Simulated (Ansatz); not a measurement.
# Na chain started as a strip of triangles: period, moment and channels by functional, part 2 of 4

How many channels does the Na chain started as a strip of triangles carry, and how sure is the answer?

Ansatz 0.2.0; DFT PBE, plane waves, PAW; relaxation of a chain's period (the session's first sound run).

So far. Step 2 (Relaxation of atoms and period, level PBE, cutoff 420 …): The cell's length comes to 3.525 Å with no moment.

### 3. The wire at its relaxed period, level PBE, k-mesh 1×1×23

This step: DFT PBE, plane waves, PAW; channels and complex bands of a perfect chain (Ansatz 0.2.0).

At the relaxed period the Bloch states of the perfect chain are found at each energy: those that move forward count the open channels, and those that decay describe how a disturbance dies away inside the wire itself. An energy step of 0.035 eV is under the 0.039 eV that the program asks for its thermal average at 300 K.

The input, input.yaml:

```yaml
crystal:
  lattice:
    - [13.5, 0.0, 0.0]
    - [0.0, 12.0, 0.0]
    - [0.0, 0.0, 3.5247846784]
  atoms:
    - { symbol: Na, position: [0.386233739, 0.5, 0.0] }
    - { symbol: Na, position: [0.613766261, 0.5, 0.5] }
kpoints:
  mp_grid: { grid: [1, 1, 23] }
  band_path: { path: ["Γ", Z], npoints: 60 }
scf:
  occupations: { method: fermi_dirac, width: 0.05 }
hamiltonian:
  xc: pbe
output:
  transmission:
    e_range: [-2, 2]
    de: 0.035
    kmesh: [1, 1]
    reduced_basis: true
    leads: [[0, 0]]
  dos: { projected: true, e_range: [-6, 4] }
  write_potential: true
  write_density: true
  volumetric_format: npy
  elf: true
```

Run with:

```console
> ansatz run input.yaml --threads 8 --pin off --max-ram 16384MiB --backend cpu --events-out ev --progress --plain --runs-dir out
```

Numbers of over 12 decimals in the logs are rounded to 6 here.

Output:

```text
[...]
Crystal: 2 atoms, lattice volume = 571.015 Å³
Basis set: ecut = 420 eV, 11131 PW (Γ)
Bands: 13, of which v1, the nominal top of the filled ones, is band 9 counted from 1 (8 counted from 0)
Symmetry: 8 space group operations
[...]
k-points: 12 of 23
[...]
SCF iter   1: F=—  HF=-2971.916024 eV  |F-HF|=—  |Δ(HF+E_count)|=         —  Δρ=1.11e-3  dr2=7.07e-2  ethr=1.77e-3  ⟨swp⟩=7.2  Hψ=1059  notcnv=0
[...]
SCF iter   7: F=-2971.902115 eV  HF=-2971.902115 eV  |F-HF|=1.25e-8  |Δ(HF+E_count)|=   8.86e-7  Δρ=1.34e-6  dr2=2.84e-8  ethr=5.56e-10  ⟨swp⟩=5.2  Hψ=573  notcnv=0
SCF 1 converged in 7 iterations: F = -2971.902115 eV  dr2 = 2.84e-8
[...]
NSCF: frozen V_eff on 61 k-points
transmission: 5 of 30 steps passed
transmission: 10 of 30 steps passed
[...]
transmission: 30 of 30 steps passed
WARN: The output density's exchange-correlation potential varies sharply where the density is thin. Do not read a vacuum level from v_tot or v_xc, or from such a field of the output density. On a cell that repeats whose density bears no net charge and no dipole along the vacuum's axis use v_es (v_loc + v_h of the components); under efield.dipole_correction with no amplitude use v_es + v_field, which holds any externa [...]
SCF converged after 7 iterations
Free energy (F): -2971.902115 eV
[...]
Internal energy: -2971.888448 eV  (E = F + TS)
E sigma→0 (E₀):  -2971.895282 eV
Entropy (-TS):   -0.013667 eV (-6.834 meV/atom)
Fermi energy:    -2.086841 eV
[...]
--- Band table (eV; the first three rows and the last of 12) ---
  k-point 0: bands = [... 5 lower, -27.4587, -27.4485, -27.4432, -3.8050, -2.2987, -1.1387, -0.8294, 0.0782]
  k-point 1: bands = [... 5 lower, -27.4589, -27.4490, -27.4438, -3.7816, -2.2755, -1.1166, -0.8073, 0.1006]
  k-point 2: bands = [... 5 lower, -27.4594, -27.4503, -27.4456, -3.7112, -2.2063, -1.0500, -0.7410, 0.1676]
  k-point 11: bands = [... 5 lower, -27.4796, -27.4638, -27.4626, -1.0745, -0.6153, 0.5848, 1.0410, 1.5480]
--- Transmission ---
  basis      : 1421 plane waves across, 5 finite elements along
  points     : 1, standing for a mesh of 1 x 1
  filling    : by the input's occupations and mesh, since the crystals that have channels conduct as metals do. If one of these is a semiconductor, that mesh has misplaced its level
  energies   : 115 from -2.000000 to 1.990000 eV about the Fermi level, 0.035000 eV apart; the leads are filled to 0.000000 eV, and channels, transmission and decay are at -0.005000 eV
  crystal 0  : Na2, at the sites [0, 0], period 3.5248 Å: whole cells are its period
    offset         : up to 0.0000 Å between an atom of the period and one for which it stands
    filled         : 15.6 meV over the level at which it is neutral
    channels       : 2.000000e0 a spin
    conductance    : 9.5642e13 S/m² at 300 K; may be off by some 0.0 % by where its bands' edges are placed, 0.0 % from the distance to neutral
```

The job ended after 31 s (8 threads of AMD EPYC 9R14 (Zen 4), shared host; peak memory 1.5 GiB).

The column dr2 measures how far the density is from self-consistency, as an energy; F and HF (Harris–Foulkes) agree once it is small.

This step gave:

| Item | Value |
| --- | --- |
| energy at zero smearing | -2971.8953 eV |
| channels at the energy nearest the Fermi level, one spin | 2 |
| conductance of the lead as this run defines it | 2.000 G₀ |
| band gap | 0 eV |

The open channels of the lead, one spin by energy, zero at the Fermi level:

energy (eV), open channels of the lead, one spin and a bar:
```
    -2.00       0.00 
    -1.90       0.00 
    -1.79       0.00 
    -1.69       1.00 ########
    -1.58       1.00 ########
    -1.48       1.00 ########
    -1.37       1.00 ########
    -1.23       1.00 ########
    -1.12       1.00 ########
    -1.02       1.00 ########
    -0.92       1.00 ########
    -0.81       1.00 ########
    -0.70       1.00 ########
    -0.60       1.00 ########
    -0.49       1.00 ########
    -0.39       1.00 ########
    -0.28       1.00 ########
    -0.18       2.00 ###############
    -0.07       2.00 ###############
    -0.01       2.00 ###############
     0.07       2.00 ###############
     0.17       2.00 ###############
     0.28       2.00 ###############
     0.38       2.00 ###############
     0.48       2.00 ###############
     0.59       2.00 ###############
     0.69       2.00 ###############
     0.80       2.00 ###############
     0.91       2.00 ###############
     1.01       3.00 ######################
     1.11       3.00 ######################
     1.22       3.00 ######################
     1.36       4.00 ##############################
     1.47       4.00 ##############################
     1.57       4.00 ##############################
     1.68       4.00 ##############################
     1.78       2.00 ###############
     1.89       2.00 ###############
     1.99       2.00 ###############
```

The slowest values at each energy, most degenerate partners merged, listed up to 1.5 1/Å. Table of Im kz of the slowest decaying states by energy, zero at the Fermi level:

```
energy (eV)  decay 1 (Å⁻¹)  decay 2 (Å⁻¹)  decay 3 (Å⁻¹)  decay 4 (Å⁻¹)
     -2.000          0.268          0.674          0.895          0.942
     -1.790          0.136          0.634          0.862          0.911
     -1.615          0.599          0.834          0.884           1.01
     -1.405          0.553          0.799          0.851          0.980
     -1.195          0.502          0.763          0.817          0.951
     -0.985          0.446          0.724          0.781          0.921
     -0.810          0.393          0.691          0.750          0.895
     -0.600          0.317          0.648          0.711          0.863
     -0.390          0.215          0.602          0.670          0.829
     -0.215         0.0286          0.562          0.633          0.800
     -0.005          0.508          0.586          0.764          0.784
      0.205          0.449          0.535          0.726          0.748
      0.415          0.380          0.479          0.686          0.711
      0.590          0.312          0.426          0.651          0.678
      0.800          0.200          0.353          0.606          0.636
      1.010          0.259          0.557          0.591          0.736
      1.185          0.140          0.513          0.551          0.705
      1.395          0.455          0.499          0.666          0.667
      1.605          0.388          0.440          0.624          0.624
      1.815         0.0270          0.307          0.372          0.577
```

The electronic bands at the labelled points (eV, zero at the Fermi level):

```
  point  band 9  band 10  band 11  band 12  band 13
      Γ   -1.72    -0.21     0.95     1.26     2.17
halfway   -0.95     0.54     1.68     1.99     2.90
      Z    1.24     1.24     2.89     2.89     3.88
```

The electronic bands as a text plot (rows in eV, shown from -1.7 to 2.2 only):

```
    2.1 |                            ***  ***
    1.9 |                         ***   **
    1.8 |                     ****   ***              ******
    1.6 |                *****    ***               **      **
    1.4 |           *****     ****                **          **
    1.3 |***********     *****                  **              *
    1.1 |          ******                    ***               **
    1.0 |**********                        **                **
    0.8 |                               ***                **
    0.6 |                            ***                  *
    0.5 |                         ***                   **
    0.3 |                     ****                    **
    0.1 |                *****                     ***
    0.0 |           *****                         *
   -0.2 |***********                            **
   -0.3 |                                     **
   -0.5 |                                  ***
   -0.7 |                               ***
   -0.8 |                            ***
   -1.0 |                          **
   -1.2 |                      ****
   -1.3 |                  ****
   -1.5 |             *****
   -1.6 |*************
         Γ                                                      Z
```

ELF in the ca plane at fractional y = 0.500, with atoms of Na within 0.2 Å of it. It is the smooth field of the valence electrons, not physical close to the nuclei.

Ten even steps from '0' (0.00) to '9' (0.91), each cell a mean:
```
00000000000000
00000000000000
22222222222222
55555555555555
88888777778888
99988776778999
99853111113689
97300122210148
84103654552015
84104654563015
97310233310148
77764322234677
00124788874210
55310278620145
34630147400464
55410168510245
10002589851000
23457999997532
78888999998887
77777777777777
44444444444444
11111111111111
00000000000000
00000000000000
```
Columns run along c (3.5 Å), rows up along a (13.5 Å). Atoms in or near the plane, at fractional coordinates: Na at (0.00, 0.39), Na at (0.50, 0.61).

Valence density in the ca plane at fractional y = 0.500, with atoms of Na within 0.2 Å of it. It is the smooth field of the valence electrons, not physical close to the nuclei.

Ten steps, logarithmic in the rise over the least value, from '_' (0 e/Å³) to '@' (17 e/Å³), each cell a mean:
```
____________________________
____________________________
____________________________
____________________________
____________________________
____________________________
____________________________
__________..::::::..________
________--**%%@@%%++::______
______..--**%%@@%%**::______
________..::--==--..________
____________________________
____________________________
**++--..______________..==**
@@@@**::____________..--##@@
##**==..______________::==**
____________________________
____________________________
____________________________
____________________________
____________________________
____________________________
____________________________
____________________________
```
Columns run along c (3.5 Å), rows up along a (13.5 Å). Atoms in or near the plane, at fractional coordinates: Na at (0.00, 0.39), Na at (0.50, 0.61).

Electrostatic potential energy in the ca plane at fractional y = 0.500, with atoms of Na within 0.2 Å of it. With pseudopotentials it is smooth inside the atoms' cores, unlike the true potential.

Ten even steps from '0' (-49 eV) to '9' (1 eV), each cell a mean:
```
99999999999999
99999999999999
99999999999999
99999999999999
99999999999999
99999999999999
99999999999999
99998877889999
99987310147899
99987300047899
99998876788999
99999999999999
99999999999999
45789999999864
00378999998620
24689999998853
88999999999998
99999999999999
99999999999999
99999999999999
99999999999999
99999999999999
99999999999999
99999999999999
```
Columns run along c (3.5 Å; values clipped at the 3rd and 97th percentile), rows up along a (13.5 Å). Atoms in or near the plane, at fractional coordinates: Na at (0.00, 0.39), Na at (0.50, 0.61).

By hand: the program gives 9.5642 × 10^13 S/m² over the cell's cross-section of 162.00 Å² = 1.620 × 10^-18 m², so one cell conducts 1.549 × 10^-4 S. Divided by G0 = 2e²/h = 7.748 × 10^-5 S this is 2.00 G0, a resistance of 6.45 kΩ.

At the computed energy nearest the Fermi level there are 2 channels a spin, and the thermal average gives 2.00 G₀.

### 4. Relaxing the period

This step: DFT RPBE, plane waves, PAW; relaxation of a chain's period (Ansatz 0.2.0).

The relaxation is repeated under another functional. RPBE strengthens the exchange enhancement and tends to longer, weaker bonds than PBE.

The input, input.yaml:

```yaml
crystal:
  lattice:
    - [13.5, 0.0, 0.0]
    - [0.0, 12.0, 0.0]
    - [0.0, 0.0, 3.24862]
  atoms:
    - { symbol: Na, position: [0.397202963, 0.5, 0.0], spin: 0.5 }
    - { symbol: Na, position: [0.602797037, 0.5, 0.5], spin: 0.5 }
magnetization:
  spin_polarized: true
kpoints:
  mp_grid: { grid: [1, 1, 25] }
scf:
  occupations: { method: fermi_dirac, width: 0.05 }
hamiltonian:
  xc: rpbe
relax:
  cell: { fix: [a, b, alpha, beta, gamma] }
  max_steps: 60
```

Output:

```text
[...]
Crystal: 2 atoms, lattice volume = 526.276 Å³
Basis set: ecut = 420 eV, 10327 PW (Γ), exchange–correlation on 192×162×48 points (8 copies of the dense FFT grid, shifted against one another)
Bands: 14, of which v1, the nominal top of the filled ones, is band 9 counted from 1 (8 counted from 0)
Symmetry: 8 space group operations
[...]
0.000000       0.000000       0.009311
  P = ⅓ Tr σ = 0.0061 GPa (0.061 kbar)
--- Relaxed structure (7 steps of the walk, 7 accepted, 1 SCFs on fresh bases) ---
[...]
cell:  # Å, volume = 584.0929 Å³
    - [13.5, 0.0, 0.0]
    - [0.0, 12.0, 0.0]
    - [0.0, 0.0, 3.605512]
  atoms:
    - { symbol: Na, position: [0.383489, 0.5, 0.0] }
    - { symbol: Na, position: [0.616511, 0.5, 0.500000] }
[key lines of the parts left out:]
SCF converged after 15 iterations
Magnetization: -0.0000 μB (9.0000 up, 9.0000 down)
Free energy (F): -2977.375233 eV
Fermi energy:    -2.041913 eV
```

Run time: 15 s. Hardware: 8 threads; peak memory 1 GiB.

The steps of the relaxation:

```
step  energy less that of the first step (eV)  largest force component (eV/Å)  pressure (GPa)  volume (Å³)
   1                                   0.0000                          0.3664            0.27       526.28
   2                                  -0.0522                          0.2433            0.20       532.73
   3                                  -0.1218                          0.0475            0.07       554.04
   4                                  -0.1297                          0.0573           -0.02       575.68
   5                                  -0.1356                          0.0121            0.01       575.48
   6                                  -0.1364                          0.0052            0.01       578.77
   7                                  -0.1367                          0.0021            0.00       584.09
  8*                                  -0.1376                          0.0021            0.01       584.09
```

Relaxation steps marked * repeat the geometry before them on a plane-wave basis chosen anew for their cell, so energy and pressure can jump there.

Forces are held to the 8 operations that the run works with; a distortion that breaks them can't arise in this run.

```
cell as run  before  after   change
      c (Å)   3.249  3.606  +11.0 %
```

The atoms that moved most (Å, along periodic axes as changes of fractional coordinates times the final cell, across vacuum about the mean position):

```
atom      dx     dy     dz  length
 Na1  -0.185  0.000  0.000   0.185
 Na2   0.185  0.000  0.000   0.185
```

Final coordinates:

```cif
data_structure
_symmetry_space_group_name_H-M 'P 1'
_symmetry_Int_Tables_number 1
_cell_length_a 13.5000
_cell_length_b 12.0000
_cell_length_c 3.6055
_cell_angle_alpha 90.000
_cell_angle_beta 90.000
_cell_angle_gamma 90.000
_cell_volume 584.09
loop_
_atom_site_label
_atom_site_type_symbol
_atom_site_fract_x
_atom_site_fract_y
_atom_site_fract_z
_atom_site_occupancy
Na1 Na 0.38349 0.50000 0.00000 1
Na2 Na 0.61651 0.50000 0.50000 1
```

The cell's length comes to 3.606 Å, +2.3 % against the first run, with no moment.

### 5. The perfect wire, level RPBE, k-mesh 1×1×23

This step: DFT RPBE, plane waves, PAW; channels and complex bands of a perfect chain (Ansatz 0.2.0).

The channels are counted again under RPBE, at the period that it gave.

The input, input.yaml:

```yaml
crystal:
  lattice:
    - [13.5, 0.0, 0.0]
    - [0.0, 12.0, 0.0]
    - [0.0, 0.0, 3.6055116154]
  atoms:
    - { symbol: Na, position: [0.383488558, 0.5, 0.0] }
    - { symbol: Na, position: [0.616511442, 0.5, 0.5] }
kpoints:
  mp_grid: { grid: [1, 1, 23] }
  band_path: { path: ["Γ", Z], npoints: 60 }
scf:
  occupations: { method: fermi_dirac, width: 0.05 }
hamiltonian:
  xc: rpbe
output:
  transmission:
    e_range: [-2, 2]
    de: 0.035
    kmesh: [1, 1]
    reduced_basis: true
    leads: [[0, 0]]
  dos: { projected: true, e_range: [-6, 4] }
```

Output:

```text
[...]
Crystal: 2 atoms, lattice volume = 584.093 Å³
Basis set: ecut = 420 eV, 11353 PW (Γ)
Bands: 13, of which v1, the nominal top of the filled ones, is band 9 counted from 1 (8 counted from 0)
Symmetry: 8 space group operations
[...]
k-points: 12 of 23
[...]
k-point 11: bands = [... 5 lower, -27.4238, -27.4114, -27.4106, -1.0717, -0.6335, 0.5290, 0.9641, 1.5052]
--- Transmission ---
  basis      : 1421 plane waves across, 5 finite elements along
  points     : 1, standing for a mesh of 1 x 1
[...]
crystal 0  : Na2, at the sites [0, 0], period 3.6055 Å: whole cells are its period
[...]
filled         : 15.7 meV over the level at which it is neutral
    channels       : 2.000000e0 a spin
[...]
[key lines of the parts left out:]
SCF converged after 7 iterations
Free energy (F): -2977.375349 eV
Fermi energy:    -2.033936 eV
```

Wall time 33 s (8 threads); peak memory 1.6 GiB.

Open channels of the lead, one spin against energy, zero at the Fermi level:

```
energy (eV)  open channels of the lead, one spin
     -1.790                                    0
     -1.615                                    1
     -1.405                                    1
     -1.195                                    1
     -0.985                                    1
     -0.810                                    1
     -0.600                                    1
     -0.390                                    1
     -0.215                                    1
     -0.005                                    2
      0.205                                    2
      0.415                                    2
      0.590                                    2
      0.800                                    2
      1.010                                    3
      1.185                                    3
      1.395                                    4
      1.605                                    4
      1.815                                    2
```

At the computed energy nearest the Fermi level there are 2 channels a spin, and the thermal average gives 2.00 G₀.

(Continued in part 3 of 4.)

[Logs are printed without paths, hosts, clocks, repeated set-up lines and the standing remarks that a program may print on its own settings, such as how far it seeks lower states.]

[Hosts, paths, dates, database ids (printed as entryN), source tags and the programs' standing remarks are cut or masked in the printed files.]
